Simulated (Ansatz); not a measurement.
# CdInCl3 (model cell, started as cubic perovskite with Cd in the octahedra): phonons and vibrational spectra, part 2 of 3

Task: relax CdInCl3 (model cell, started as cubic perovskite with Cd in the octahedra), then find its harmonic phonons.

Ansatz 0.2.0; DFT PBEsol, scalar-relativistic, plane waves, PAW; PAW set soft_1.

So far: Set-up; Bringing the structure to rest, k-mesh 4×4×4.

The structure was built from a prototype and need not be the compound's stable phase.

## (3) Bringing the structure to rest, k-mesh 6×6×6

The relaxation is repeated from its end, on the mesh and smearing that suit the cell and gap now reached.

input.yaml reads:

```yaml
crystal:
  lattice:
    - [5.1243187096, 0.0, 0.0]
    - [0.0, 5.1243187096, 0.0]
    - [0.0, 0.0, 5.1243187096]
  atoms:
    - { symbol: In, position: [0.0, 0.0, 0.0] }
    - { symbol: Cd, position: [0.5, 0.5, 0.5] }
    - { symbol: Cl, position: [0.5, 0.5, 0.0] }
    - { symbol: Cl, position: [0.5, 0.0, 0.5] }
    - { symbol: Cl, position: [0.0, 0.5, 0.5] }
kpoints:
  mp_grid: { grid: [6, 6, 6] }
hamiltonian:
  xc: pbesol
  pseudopotentials: { kind: paw, azcp: { folder: soft_1 }, xc_functional: pbe }
scf:
  occupations: { method: gaussian, width: 0.02 }
output:
  forces: true
  stress: true
  eigenvalues: true
  write_density: true
  write_potential: true
  elf: true
  volumetric_format: npy
relax:
  adjacent_minimum: "off"
  f_tol: 0.005
  max_steps: 80
  cell: { stress_tol: 0.05 }
```

Command:

```
$ ansatz run input.yaml --threads 4 --pin off --max-ram 16384MiB --backend cpu --events-out ev --progress --plain --runs-dir out
```

Numbers of over 12 decimals in the logs are rounded to 6 here.

The program printed:

```text
[...]
Crystal: 5 atoms, lattice volume = 134.558 Å³
Basis set: ecut = 420 eV, 2601 PW (Γ), exchange–correlation on 72×72×72 points (8 copies of the dense FFT grid, shifted against one another)
Bands: 33, of which v1, the nominal top of the filled ones, is band 27 counted from 1 (26 counted from 0)
Symmetry: 48 space group operations
[...]
k-points: 20 of 216
[...]
--- Relaxed structure (1 steps of the walk, 1 accepted, 1 SCFs on fresh bases) ---
[...]
cell:  # Å, volume = 134.5577 Å³
    - [5.1243187096, 0.0, 0.0]
    - [0.0, 5.1243187096, 0.0]
    - [0.0, 0.0, 5.1243187096]
  atoms:
    - { symbol: In, position: [0.0, 0.0, 0.0] }
    - { symbol: Cd, position: [0.5, 0.5, 0.5] }
    - { symbol: Cl, position: [0.5, 0.5, 0.0] }
    - { symbol: Cl, position: [0.5, 0.0, 0.5] }
    - { symbol: Cl, position: [0.0, 0.5, 0.5] }
[key lines of the parts left out:]
SCF converged after 6 iterations
Free energy (F): -16896.479205 eV
Fermi energy:    4.805976 eV
P = ⅓ Tr σ = -0.0144 GPa (-0.144 kbar)
```

Wall time 3 s (4 threads of Arm Neoverse V2, shared host); peak memory 0.47 GiB; 11 s of CPU time.

Little changed from the start: no atom moved by 0.005 Å and no cell edge by 0.1 %.

This step gave:

```yaml
pressure: -0.01438 GPa
direct_gap_on_mesh: 2.790 eV
```

In this step the volume went from 26.91 to 26.91 Å³/atom.

## (4) Tight relaxation

Phonons need a cell at rest on their own settings, so the relaxation is repeated with tight tolerances on forces and stress, using the mesh and the filling of the phonon run that follows.

input.yaml: that of step 3 with these lines changed.

```diff
@@ -17,3 +17,3 @@
 scf:
-  occupations: { method: gaussian, width: 0.02 }
+  occupations: { method: fixed }
 output:
@@ -28,4 +28,4 @@
   adjacent_minimum: "off"
-  f_tol: 0.005
-  max_steps: 80
-  cell: { stress_tol: 0.05 }
+  f_tol: 0.001
+  max_steps: 60
+  cell: { stress_tol: 0.01 }
```

The program printed:

```text
[...]
Crystal: 5 atoms, lattice volume = 134.558 Å³
Basis set: ecut = 420 eV, 2601 PW (Γ), exchange–correlation on 72×72×72 points (8 copies of the dense FFT grid, shifted against one another)
Bands: 33, of which v1, the nominal top of the filled ones, is band 27 counted from 1 (26 counted from 0)
Symmetry: 48 space group operations
[...]
k-points: 20 of 216
[...]
--- Relaxed structure (2 steps of the walk, 2 accepted, 1 SCFs on fresh bases) ---
[...]
cell:  # Å, volume = 134.5169 Å³
    - [5.123801, 0, 0]
    - [0, 5.123801, 0]
    - [0, 0, 5.123801]
  atoms:
    - { symbol: In, position: [0, 0, 0] }
    - { symbol: Cd, position: [0.5, 0.5, 0.5] }
    - { symbol: Cl, position: [0.5, 0.5, 0] }
    - { symbol: Cl, position: [0.5, 0, 0.5] }
    - { symbol: Cl, position: [0, 0.5, 0.5] }
[key lines of the parts left out:]
SCF converged after 7 iterations
Free energy (F): -16896.479211 eV
Fermi energy:    3.915981 eV
P = ⅓ Tr σ = -0.0028 GPa (-0.028 kbar)
```

The job ended after 4.2 s (4 threads; peak memory 0.47 GiB).

Little changed from the start: no atom moved by 0.005 Å and no cell edge by 0.1 %.

Numbers from this step:

```yaml
pressure: -0.002830 GPa
volume_per_atom: 26.90 Å³
direct_gap_on_mesh: 2.791 eV
```

Electrostatic potential energy in the ac plane at fractional y = 0.500, with atoms of Cd and Cl within 0.2 Å of it. With pseudopotentials it is smooth inside the atoms' cores, unlike the true potential.

Ten even steps from '0' (-36 eV) to '9' (10 eV), each cell a mean:
```
99998300169999
99999732489999
99999987899999
99999887899999
57998654579986
02787422358841
00586310247720
00586321258830
25898533468973
88999866789998
99999988899999
99999855799999
99998500279999
99998200059999
```
Columns run along a (5.1 Å; values clipped at the 3rd and 97th percentile), rows up along c (5.1 Å). Atoms in or near the plane, at fractional coordinates: Cd at (0.50, 0.50), Cl at (0.50, 0.00), Cl at (0.00, 0.50).

Valence density in the ac plane at fractional y = 0.500, with atoms of Cd and Cl within 0.2 Å of it. It is the smooth field of the valence electrons, not physical close to the nuclei.

Ten steps, logarithmic in the rise over the least value, from '0' (0 e/Å³) to '9' (23 e/Å³), each cell a mean:
```
00002444431000
00001344321000
00000122210000
11000112110011
33111245311123
44312578631234
34323699852244
44322689741244
43211366521134
22100123210012
00000122110000
00001233310000
00002344431000
00002443431000
```
Columns run along a (5.1 Å), rows up along c (5.1 Å). Atoms in or near the plane, at fractional coordinates: Cd at (0.50, 0.50), Cl at (0.50, 0.00), Cl at (0.00, 0.50).

ELF in the ac plane at fractional y = 0.500, with atoms of Cd and Cl within 0.2 Å of it. It is the smooth field of the valence electrons, not physical close to the nuclei.

Ten even steps from '_' (0.01) to '@' (0.93), each cell a mean:
```
____..++%%@@**++%%@@##--____
______::##%%%%%%@@%%++..____
--::____--++******==..__..--
%%**--____..::::....__..++##
@@@@**::..::::--::....==%%@@
##%%%%--..--++**==::..**@@%%
::##%%==::==%%@@**--::**%%++
++%%%%==..--##%%++::::**%%**
@@@@##--..::--==--::..++%%@@
@@%%++..__....::....__--##%%
**==..__..--====--::____::++
..____..++##%%%%%%**--____..
______==%%@@%%##%%@@**::____
____..**@@@@++::##@@%%--____
```
Columns run along a (5.1 Å), rows up along c (5.1 Å). Atoms in or near the plane, at fractional coordinates: Cd at (0.50, 0.50), Cl at (0.50, 0.00), Cl at (0.00, 0.50).

The forces vanish by symmetry and the pressure is -0.003 GPa, within the tolerances set. The cell now holds 26.90 Å³/atom.

## (5) Modes at Γ

The zone centre comes first: it holds the modes that light can see, as far as symmetry allows. The response to a homogeneous field gives the Born charges and the dielectric tensor.

input.yaml, the sections that differ from step 4:

```yaml
crystal:
  lattice:
    - [5.1238010624, 0.0, 0.0]
    - [0.0, 5.1238010624, 0.0]
    - [0.0, 0.0, 5.1238010624]
  atoms:
    - { symbol: In, position: [0.0, 0.0, 0.0] }
    - { symbol: Cd, position: [0.5, 0.5, 0.5] }
    - { symbol: Cl, position: [0.5, 0.5, 0.0] }
    - { symbol: Cl, position: [0.5, 0.0, 0.5] }
    - { symbol: Cl, position: [0.0, 0.5, 0.5] }
output:
  eigenvalues: true
phonons:
  method: dfpt
  dielectric: true
  rigid_motions: translations
# kpoints, hamiltonian, scf: as in step 4
# relax: removed
```

The program printed:

```text
[...]
Crystal: 5 atoms, lattice volume = 134.517 Å³
Basis set: ecut = 420 eV, 2601 PW (Γ), exchange–correlation on 72×72×72 points (8 copies of the dense FFT grid, shifted against one another)
Bands: 33, of which v1, the nominal top of the filled ones, is band 27 counted from 1 (26 counted from 0)
Symmetry: 48 space group operations
k-points: 80 of 216 (irreducible under 2 space group operations, time reversal used)
[...]
SCF iter   1: F=—  HF=-16897.999292 eV  |F-HF|=—  |Δ(HF+E_count)|=         —  Δρ=5.12e-2  dr2=3.92e0  ethr=3.10e-3  ⟨swp⟩=4.9  Hψ=9283  notcnv=0  defer=260
[...]
SCF iter  10: F=-16896.479211 eV  HF=-16896.479211 eV  |F-HF|=9.09e-11  |Δ(HF+E_count)|=   2.00e-9  Δρ=2.87e-7  dr2=8.69e-11  ethr=1.00e-12  ⟨swp⟩=15.2  Hψ=20426  notcnv=0
SCF 1 converged in 10 iterations: F = -16896.479211 eV  dr2 = 8.69e-11
[...]
DFPT response loops at Γ: preconditioner auto → Resta (q_TF=auto, 2.343 Å⁻¹)  ε∞=5.8 (no band partly filled); β = 1.00, the filter's whole step (`scf.mixing.beta` (0.50) is not read by the response loops at its default; to damp them type it under 1.00, their step now; it binds the ground state too); Broyden in place of MSR1
── the response to a field inside a basis, on 6×6×6 k-points: an SCF that follows is theirs, and a resumed run solves both again ──
Bands: 28, of which v1, the nominal top of the filled ones, is band 27 counted from 1 (26 counted from 0)
k-points: 10 of 216
[...]
Eigensolver: Dense (10 Hₖ)
SCF iter   1: F=—  HF=-16896.443989 eV  |F-HF|=—  |Δ(HF+E_count)|=         —  Δρ=2.00e-4  dr2=9.50e-6  ethr=1.00e-1
[...]
SCF iter   3: F=-16896.444000 eV  HF=-16896.444000 eV  |F-HF|=1.75e-9  |Δ(HF+E_count)|=   3.29e-6  Δρ=1.01e-5  dr2=6.18e-8  ethr=5.04e-9
SCF 1 converged in 3 iterations: F = -16896.444000 eV  dr2 = 6.18e-8
[...]
SCF converged after 10 iterations
Free energy (F): -16896.479211 eV
[...]
Internal energy: -16896.479211 eV  (E = F + TS)
E sigma→0 (E₀):  -16896.479211 eV
Fermi energy:    3.915981 eV
[...]
--- Band table (eV; the first three rows and the last of 80) ---
  k-point 0: bands = [... 23 lower, 2.8508, 2.9131, 2.9131, 2.9131, 5.7042, 9.7165, 9.7165, 9.7165, ... 2 higher]
  k-point 1: bands = [... 23 lower, 2.8115, 2.9085, 2.9085, 3.0922, 6.2750, 8.9593, 9.4883, 9.4883, ... 2 higher]
  k-point 2: bands = [... 23 lower, 2.7237, 2.9376, 2.9376, 3.5544, 7.5691, 7.9360, 9.1346, 9.1346, ... 2 higher]
  k-point 79: bands = [... 23 lower, 3.5251, 3.5251, 3.9160, 3.9160, 9.4618, 9.4618, 9.4618, 10.0811, ... 2 higher]
--- Phonons (Γ-DFPT): 4 representative perturbations + reference, on 80 of 216 k-points (Σ response iterations 12) ---
  k mesh reduced under 2 symmetry operations, with k and −k counted as one. Each operation leaves every solved perturbation unchanged. A smaller set is not considered because the run solves the response to a homogeneous field
  ASR residual: 1.543e-4 → 0.000e0 eV/Å²; symmetrization residual: 2.007e-5 eV/Å²
  ASR residual per site (eV/Å²): 1.54e-4 9.58e-5 5.76e-5 5.76e-5 5.76e-5
  Γ frequencies (cm⁻¹): -56.45 -56.45 -56.45 0.00 0.00 0.00 36.14 36.14 36.14 53.22 53.22 53.22 265.25 265.25 265.25
  ε∞ (high-frequency dielectric tensor):
        4.407044    -0.000000     0.000000
       -0.000000     4.407044     0.000000
        0.000000     0.000000     4.407044
  softest optical mode at Γ: -56.45 cm⁻¹; the repairs (sum rule, projections) moved no ω² at Γ by more than (1.66 cm⁻¹)²
  Born effective charges Z* (e; rows j = field, columns β = displacement):
    site 0:
         1.96547    0.00000    0.00000
        -0.00000    1.96547   -0.00000
         0.00000    0.00000    1.96547
    site 1:
         2.69025   -0.00000    0.00000
         0.00000    2.69025   -0.00000
        -0.00000    0.00000    2.69025
    site 2:
        -1.24861    0.00000    0.00000
        -0.00000   -1.24861   -0.00000
         0.00000    0.00000   -2.15850
    site 3:
        -1.24861    0.00000    0.00000
         0.00000   -2.15850   -0.00000
         0.00000    0.00000   -1.24861
    site 4:
        -2.15850   -0.00000    0.00000
        -0.00000   -1.24861    0.00000
        -0.00000    0.00000   -1.24861
  Z* charge neutrality: 1.842e-3 e pre-enforcement
  solved inside a basis spanned on kpoints, on 6×6×6 k-points, its susceptibility summed on 10×10×10: ε∞ is read to err by 1.1e-2, Z* by 2.3e-2 e (field_mesh: kpoints solves on kpoints); Z* is corrected for what the basis lacks
  optical modes at Γ without the LO–TO term, one row a degenerate level:
      ω (cm⁻¹)  modes    IR ((D/Å)²/amu)
        -56.45      3             9.8438
         36.14      3             0.0000
         53.22      3             2.5638
        265.25      3             9.5612
  optical modes at Γ + LO–TO along q̂ = [1.0000, 0.0000, 0.0000]:
      ω (cm⁻¹)  modes    IR ((D/Å)²/amu)
        -56.45      2             6.5626
         31.38      1             0.1757
         36.14      3             0.0000
         53.22      2             1.7092
        105.57      1             2.6409
        265.25      2             6.3741
        290.21      1             4.5063
  optical modes at Γ + LO–TO along q̂ = [0.0000, 1.0000, 0.0000]:
      ω (cm⁻¹)  modes    IR ((D/Å)²/amu)
        -56.45      2             6.5626
         31.38      1             0.1757
         36.14      3             0.0000
         53.22      2             1.7092
        105.57      1             2.6409
        265.25      2             6.3741
        290.21      1             4.5063
  optical modes at Γ + LO–TO along q̂ = [0.0000, 0.0000, 1.0000]:
      ω (cm⁻¹)  modes    IR ((D/Å)²/amu)
        -56.45      2             6.5626
         31.38      1             0.1757
         36.14      3             0.0000
         53.22      2             1.7092
        105.57      1             2.6409
        265.25      2             6.3741
        290.21      1             4.5063
```

It took 60 s on 4 threads; peak memory 1.6 GiB; 3.7 min of CPU time.

Reading the cycles: dr2 is the Hartree energy of the density residual (eV), the measure of convergence; HF is the Harris–Foulkes estimate of the energy, which meets the free energy F at convergence.

Numbers from this step:

* sum-rule residual before enforcement: 1.54e-4 eV/Å²
* miss of the charge sum rule: 0.001842 e
* estimated error of the dielectric tensor: 0.01148
* estimated error of the Born charges: 0.02271 e
* point group: m-3m
* highest optical mode at the zone centre (no LO-TO term): 265.2 cm⁻¹
* lowest optical zone-centre mode: -56.45 cm⁻¹
* mean high-frequency dielectric constant: 4.407
* largest Born charge (third of the trace): 2.690 e
* top of the zone-centre spectrum with the field: 290.2 cm⁻¹

Without the LO-TO term. Patterns of degenerate modes are one choice out of their space. The modes at Γ (shares of kinetic energy by element, %) (negative means imaginary):

```csv
mode,frequency (cm⁻¹),symmetry,In %,Cd %,Cl %
1,-56.5,T1u,48,0,52
2,-56.5,T1u,48,0,52
3,-56.5,T1u,48,0,52
4,0.0,acoustic,34,34,32
5,0.0,acoustic,34,34,32
6,0.0,acoustic,34,34,32
7,36.1,T2u,0,0,100
8,36.1,T2u,0,0,100
9,36.1,T2u,0,0,100
10,53.2,T1u,18,53,29
11,53.2,T1u,18,53,29
12,53.2,T1u,18,53,29
13,265.2,T1u,0,13,87
14,265.2,T1u,0,13,87
15,265.2,T1u,0,13,87
```

Displacements in mode 1 (-56.5 cm⁻¹), the largest set to 1:
```
In1 -0.16  0.12  0.77
Cd2  0.01 -0.01 -0.06
Cl3  0.21 -0.15 -0.31
Cl4  0.21 -0.05 -1.00
Cl5  0.06 -0.15 -1.00
```

Displacements in mode 13 (265.2 cm⁻¹), the largest set to 1:
```
In1 -0.01  0.00  0.00
Cd2 -0.22  0.00  0.00
Cl3 -0.14  0.00  0.00
Cl4 -0.14  0.00  0.00
Cl5  1.00  0.00  0.00
```

Optical modes at the zone centre, without and with the macroscopic field of the longitudinal modes; each column is sorted by frequency, so a row need not hold one and the same mode. Modes with and without the field, by row:

```csv
rank among optical modes,no field (cm⁻¹),"q along (1, 0, 0) (cm⁻¹)"
1,-56.5,-56.5
2,-56.5,-56.5
3,-56.5,31.4
4,36.1,36.1
5,36.1,36.1
6,36.1,36.1
7,53.2,53.2
8,53.2,53.2
9,53.2,105.6
10,265.2,265.2
11,265.2,265.2
12,265.2,290.2
```

Born charge (rows field, columns displacement) (e), principal values of the symmetric part by kind of site:

```csv
atom,atoms with these values,low,middle,high,mean
In1,1,1.97,1.97,1.97,1.97
Cd2,1,2.69,2.69,2.69,2.69
Cl3,3,-2.16,-1.25,-1.25,-1.55
```

In full for In1:

```
1.97 0.00 0.00
0.00 1.97 0.00
0.00 0.00 1.97
```

High-frequency dielectric tensor:

```
4.41 0.00 0.00
0.00 4.41 0.00
0.00 0.00 4.41
```

Transverse modes; imaginary modes are left out. Lines of the infrared spectrum (strongest = 100):

```csv
position (cm⁻¹),label,relative intensity
36,T2u,0.0
53,T1u,27
265,T1u,100
```

Before it was imposed, the acoustic sum rule was missed by 1.5e-4 eV/Å² and the charge sum rule by 0.0018 e. Small misses are needed for a sound result but don't prove that mesh and cutoff are converged. The lowest optical mode is imaginary, 56.5i cm⁻¹, so the energy falls along it.

(Part 2 of 3 ends here.)

[Logs are printed without paths, hosts, clocks, repeated set-up lines and the standing remarks that a program may print on its own settings, such as how far it seeks lower states.]

[Hosts, paths, dates, database ids (printed as entryN), source tags and the programs' standing remarks are cut or masked in the printed files.]
